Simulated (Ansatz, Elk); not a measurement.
## Be5Ge2: X-ray structure factors from the self-consistent density

The structure of Be5Ge2 used here is made up (a known structure type with other elements) and was relaxed beforehand with r2SCAN. The aim is the Fourier transform of its all-electron density, F(hkl), set beside the sum over free spherical atoms that refinements use.

Method: DFT, PBE, all-electron APW+lo, Dirac cores, scalar-relativistic bands, static density, no spin, in Elk 11.2.3 (patched build).

This account leaves out most program logs.

The structure was built from a prototype and need not be the compound's stable phase.

### Step 1. The starting structure

Symmetry: R-3m, No. 166, trigonal system. The conventional cell has a = 3.693 Å, b = 3.693 Å, c = 21.396 Å, α = 90.00°, β = 90.00°, γ = 120.00°. Ge has 5 Be at 2.17 to 2.40 Å nearest. Nearest to Be lie 6 Be at 2.16 Å. Nearest to Be lie 4 Ge at 2.17 to 2.40 Å and 3 Be at 2.38 Å. Nearest to Be lie 6 Be at 2.16 to 2.23 Å and 1 Ge at 2.25 Å. Farther neighbours are not listed.

Coordinates:

```cif
data_structure
_symmetry_space_group_name_H-M 'P 1'
_symmetry_Int_Tables_number 1
_cell_length_a 7.4439
_cell_length_b 7.4439
_cell_length_c 7.4439
_cell_angle_alpha 28.729
_cell_angle_beta 28.729
_cell_angle_gamma 28.729
_cell_volume 84.26
loop_
_atom_site_label
_atom_site_type_symbol
_atom_site_fract_x
_atom_site_fract_y
_atom_site_fract_z
_atom_site_occupancy
Ge1 Ge 0.75655 0.75655 0.75655 1
Ge2 Ge 0.24345 0.24345 0.24345 1
Be3 Be 0.00000 0.00000 0.00000 1
Be4 Be 0.85817 0.85817 0.85817 1
Be5 Be 0.34871 0.34871 0.34871 1
Be6 Be 0.14183 0.14183 0.14183 1
Be7 Be 0.65129 0.65129 0.65129 1
```

### Step 2. Ground state and structure factors

An all-electron density is needed, since X-rays see the cores too. Task 0 finds the density and task 195 Fourier-transforms it; tshift is off so that phases refer to the origin typed.

Input file elk.in:

```
tasks
  0
  195

xctype
  20

spinpol
  .false.

rgkmax
  7.0

gmaxvr
  14.0

lmaxo
  7

lmaxapw
  8

swidth
  0.002

tshift
  .false.

ramdisk
  .false.

hmaxvr
  5.5

maxscl
  120

epspot
  1e-06

sppath
  './'

avec
  3.48981962042 2.01484829691 13.47743191612
  -3.48981962042 2.01484829691 13.47743191612
  -0.00000000000 -4.02969659490 13.47743191596

atoms
  2
  'Ge.in'
  2
  0.7565456502 0.7565456502 0.7565456502   0.000000 0.000000 0.000000
  0.2434543498 0.2434543498 0.2434543498   0.000000 0.000000 0.000000
  'Be.in'
  5
  0.0000000000 0.0000000000 0.0000000000   0.000000 0.000000 0.000000
  0.8581674058 0.8581674058 0.8581674058   0.000000 0.000000 0.000000
  0.3487058334 0.3487058334 0.3487058334   0.000000 0.000000 0.000000
  0.1418325942 0.1418325942 0.1418325942   0.000000 0.000000 0.000000
  0.6512941666 0.6512941666 0.6512941666   0.000000 0.000000 0.000000

ngridk
  7 7 7
```

Launch:

```console
$ OMP_NUM_THREADS=4 elk
```

Wall time 26 s (4 threads of AMD EPYC 9B45 (Zen 5), shared host); peak memory 0.25 GiB.

SFACRHO.OUT:

```text

h k l indices transformed by vhmat matrix:
   1.000000000       0.000000000       0.000000000    
   0.000000000       1.000000000       0.000000000    
   0.000000000       0.000000000       1.000000000    

      h      k      l  multipl.   |H|            Re(F)            Im(F)           |F|

      0      0      0      1   0.0000000       83.999998     -0.47619819E-16   83.999998    
      1      1      1      2  0.46620049      -3.5205617      0.11096513E-13   3.5205617    
     -2     -2     -2      2  0.93240097      -43.443069     -0.81374425E-13   43.443069    
     -1      0      0      6   1.0510321       5.0317810     -0.32056592E-14   5.0317810    
      1      1      0      6   1.0849498      -54.174067      0.24412328E-13   54.174067    
     -1     -2     -1      6   1.2111592       46.285073      0.56962098E-13   46.285073    
     -1     -2     -2      6   1.2977864       11.341155      0.12822637E-13   11.341155    
      3      3      3      2   1.3986015       22.591329     -0.40440623E-13   22.591329    
     -2     -2     -3      6   1.5046031      -11.753565     -0.18247598E-13   11.753565    
      2      3      3      6   1.6205150       50.408283     -0.92717527E-13   50.408283    
      1     -1      0      6   1.8004327       54.624014      0.25216607E-14   54.624014    
     -2     -1      0     12   1.8598120      -3.7342958     -0.10664981E-13   3.7342958    
      4      4      4      2   1.8648019       41.999690     -0.13340474E-12   41.999690    
      3      4      3      6   1.8696097      -46.091701      0.12717836E-12   46.091701    
      4      3      4      6   2.0006433      -18.884118      0.89018689E-13   18.884118    
      1      3      2     12   2.0275427      -35.971850      0.68428494E-13   35.971850    
      1     -1      1      6   2.0847605       3.4218249     -0.98635667E-15   3.4218249    
      0      0     -2      6   2.1020642      -42.923897     -0.29590700E-13   42.923897
```

Elk indexes on the primitive cell of elk.in and gives |H| = 4π sin θ/λ in inverse bohr. Below, one row stands for each form hkl of the conventional cell (m members, Friedel mates merged), F is for one primitive cell and the density is static (no thermal factor). Free-atom factors are Waasmaier and Kirfel's, and R is Σm||F|−|F'||/Σm|F|.

| hkl | m | sin θ/λ (Å⁻¹) | abs F, DFT | neutral atoms | diff. |
| --- | --- | --- | --- | --- | --- |
| 003 | 2 | 0.070 | 3.521 | 3.626 | -0.105 |
| 006 | 2 | 0.140 | 43.443 | 44.189 | -0.746 |
| 101 | 6 | 0.158 | 5.032 | 4.844 | +0.188 |
| 012 | 6 | 0.163 | 54.174 | 53.906 | +0.268 |
| 104 | 6 | 0.182 | 46.285 | 46.504 | -0.219 |
| 015 | 6 | 0.195 | 11.341 | 11.370 | -0.029 |
| 009 | 2 | 0.210 | 22.591 | 22.140 | +0.451 |
| 107 | 6 | 0.226 | 11.754 | 11.802 | -0.048 |
| 018 | 6 | 0.244 | 50.408 | 50.673 | -0.265 |
| 110 | 6 | 0.271 | 54.624 | 55.035 | -0.411 |
| 113 | 12 | 0.280 | 3.734 | 3.647 | +0.088 |
| 0 0 12 | 2 | 0.280 | 42.000 | 42.236 | -0.237 |
| 1 0 10 | 6 | 0.281 | 46.092 | 46.484 | -0.393 |
| 0 1 11 | 6 | 0.301 | 18.884 | 19.058 | -0.174 |

### Step 3. The highest occupied states alone

An energy window below the Fermi level keeps the highest occupied states, to see at which angles they scatter; shallow core shells can lie inside it and anion s states outside. No new self-consistency is needed.

elk.in: that of step 2 with these lines changed.

```diff
@@ -1,3 +1,2 @@
 tasks
-  0
   195
@@ -40,2 +39,5 @@
 
+wsfac
+  -0.126620 0.540880
+
 sppath
```

Launch:

```console
$ OMP_NUM_THREADS=4 elk
```

Wall time 3.5 s (4 threads); peak memory 0.17 GiB.

States within 10 eV below the Fermi level hold 16.06 electrons; any levels below the window count with the cores, and a count that is not whole means the window cuts a band. Their amplitudes can exceed the total, where window and core parts have opposite phase:

```csv
hkl,sin θ/λ (Å⁻¹),"abs F, window","abs F, all"
003,0.070,0.891,3.521
006,0.140,0.717,43.443
101,0.158,0.754,5.032
012,0.163,1.910,54.174
104,0.182,0.297,46.285
015,0.195,0.300,11.341
009,0.210,1.031,22.591
107,0.226,0.026,11.754
018,0.244,0.218,50.408
110,0.271,0.248,54.624
```

### Step 4. Another try

In this try the input is made faulty on purpose, to show what that does.

The input is changed as shown.

elk.in: that of step 3 with these lines changed.

```diff
@@ -1,2 +1,3 @@
 tasks
+  0
   195
@@ -34,3 +35,3 @@
 maxscl
-  120
+  40
 
@@ -39,7 +40,7 @@
 
-wsfac
-  -0.126620 0.540880
-
 sppath
   './'
+
+scale
+  0.52917721
```

Launch:

```console
$ OMP_NUM_THREADS=4 elk
```

The job ended after 26 s (4 threads; peak memory 0.17 GiB).

The run finished. A setting was moved off its sound value on purpose, so it serves as a test and not as the result.

The fault put into the input: lattice vectors in angstrom read as bohr.

Its structure factors differ from the first run's by R = 36.1 %.

### Step 5. Another functional

The difference from free atoms is small, so it is set against the change that LDA (Perdew-Wang) makes.

elk.in: that of step 4 with these lines changed.

```diff
@@ -5,3 +5,3 @@
 xctype
-  20
+  3
 
@@ -35,3 +35,3 @@
 maxscl
-  40
+  120
 
@@ -42,5 +42,2 @@
   './'
-
-scale
-  0.52917721
```

Launch:

```console
$ OMP_NUM_THREADS=4 elk
```

The job ended after 17 s (4 threads; peak memory 0.22 GiB).

Against the first run R = 0.12 %; the largest change is -0.082 at 300.

### Step 6. Basis size

A smaller basis shows how fast F responds to it; the change is likely larger than the basis error of the first run, but doesn't show convergence.

elk.in: that of step 5 with these lines changed.

```diff
@@ -5,3 +5,3 @@
 xctype
-  3
+  20
 
@@ -11,3 +11,3 @@
 rgkmax
-  7.0
+  5.5
```

Launch:

```console
$ OMP_NUM_THREADS=4 elk
```

Run time: 19 s. Hardware: 4 threads; peak memory 0.23 GiB.

Against the first run R = 0.01 %; the largest change is +0.013 at 0 1 14.

### Step 7. Settings against the effect

```
              run  R against the first run (%)  R against neutral atoms, low angle (%)  wall time
    PBE, rgkmax 7                         0.00                                    0.77       26 s
LDA (Perdew-Wang)                         0.12                                    0.77       17 s
       rgkmax 5.5                         0.01                                    0.77       19 s
```

### Step 8. Results

| Quantity | Value |
| --- | --- |
| R against neutral atoms, sin θ/λ < 0.3 Å⁻¹ | 0.77 % |
| R against neutral atoms, 0.3 to 0.76 Å⁻¹ | 0.28 % |

In words: Independent neutral atoms miss the calculated amplitudes by R = 0.77 % below 0.3 Å⁻¹ and 0.28 % from there to 0.76 Å⁻¹; by shells, 1.81 % below 0.15 Å⁻¹ (2 forms), 0.72 % 0.15 to 0.3 (11 forms), 0.37 % 0.3 to 0.45 (25 forms), 0.26 % above 0.45 (111 forms). Bonding, aspherical density and the tables' own atoms all enter these figures, and the runs don't part them. The largest change of an amplitude is -0.75 electrons, at 006. The window's part falls from 16.1 electrons at the origin to at most 0.19 between 0.45 and 0.76 Å⁻¹. Below 0.3 Å⁻¹ the changes that finished (LDA (Perdew-Wang) and rgkmax 5.5) move F by R = 0.04 % at most, against the 0.77 % that separates it from free atoms. The k-mesh has no finished test. Part of the difference isn't bonding: the tables are fits to free atoms and ions calculated by other methods than this functional. Thermal motion, anomalous dispersion and extinction are left out.

[Logs are printed without paths, hosts, clocks, repeated set-up lines and the standing remarks that a program may print on its own settings, such as how far it seeks lower states.]

[Hosts, paths, dates, database ids (printed as entryN), source tags and the programs' standing remarks are cut or masked in the printed files.]
